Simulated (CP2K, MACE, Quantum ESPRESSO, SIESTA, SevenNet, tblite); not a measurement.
# Pressure against volume in random rock-salt alloy of YSe and YTe (64 atoms), CP2K double zeta, RPBE

The cell holds 64 atoms: 32 Y, 27 Te and 5 Se. Its edges and angles: a = 12.042 Å, b = 12.042 Å, c = 12.042 Å, α = 90.0°, β = 90.0°, γ = 90.0°. It derives from YTe. Rock-salt YSe, 2 x 2 x 2 conventional cells, 27 of 32 Se sites given to Te at random (x = 0.844), lattice by Vegard's rule (a = 6.021 Å); every coordinate displaced by a Gaussian of 0.07 Å. Then the atoms were relaxed with SevenNet 0 in the fixed cell.

Calculated with CP2K 2026.2: RPBE; DZVP-MOLOPT-SR, GTH-PBE potentials, 600 Ry; k-points Γ. The unchanged cell has V0 = 27.286 Å³ an atom and P0 = 4.548 GPa. It is scaled evenly, with fractional positions held.

| volume (Å³/atom) | pressure (GPa) |
| --- | --- |
| 25.649 | ? |
| 26.467 | 7.119 |
| 28.104 | 2.343 |
| 28.923 | 0.4501 |

Task: Fit a second-order expansion in ln V to the rows given and extrapolate to the withheld row.

**Working.**

To second order in u = ln(V/V0), P = P0 − B u + ½ B B′ u², with B the bulk modulus at V0 and B′ its pressure derivative. So v = (P − P0)/u is a line in u, with intercept −B and slope ½ B B′.

```
         u   v (GPa)
-0.0304592  -84.3883
 0.0295588  -74.6140
 0.0582689  -70.3343
```

With n = 3: mean u = 0.0191228, mean v = -76.4455, Σ(u − ū)² = 0.0040997, Σ(u − ū)(v − v̄) = 0.65216. Slope b = 0.65216 / 0.0040997 = 159.08; intercept a = v̄ − b ū = -79.487.

So B = 79.5 GPa and B′ = 2b/B = 4.0. At the withheld volume u = -0.06188, v = a + b u = -89.33 GPa, and P = P0 + u v.

Prediction at 25.649: 10.08 GPa. The run gave 10.12 GPa, so the fit is low by 0.041 GPa (0.41 % of the value).

B′ = 4.0 rests on three points. Among the rows given, the largest miss of the fit is at 28.923, by 0.0068 GPa (0.070 % of the range of the table).

Limits: Static cells at zero temperature, with the cell shape held.

[Logs are printed without paths, hosts, clocks, repeated set-up lines and the standing remarks that a program may print on its own settings, such as how far it seeks lower states.]

[Hosts, paths, dates, database ids (printed as entryN), source tags and the programs' standing remarks are cut or masked in the printed files.]
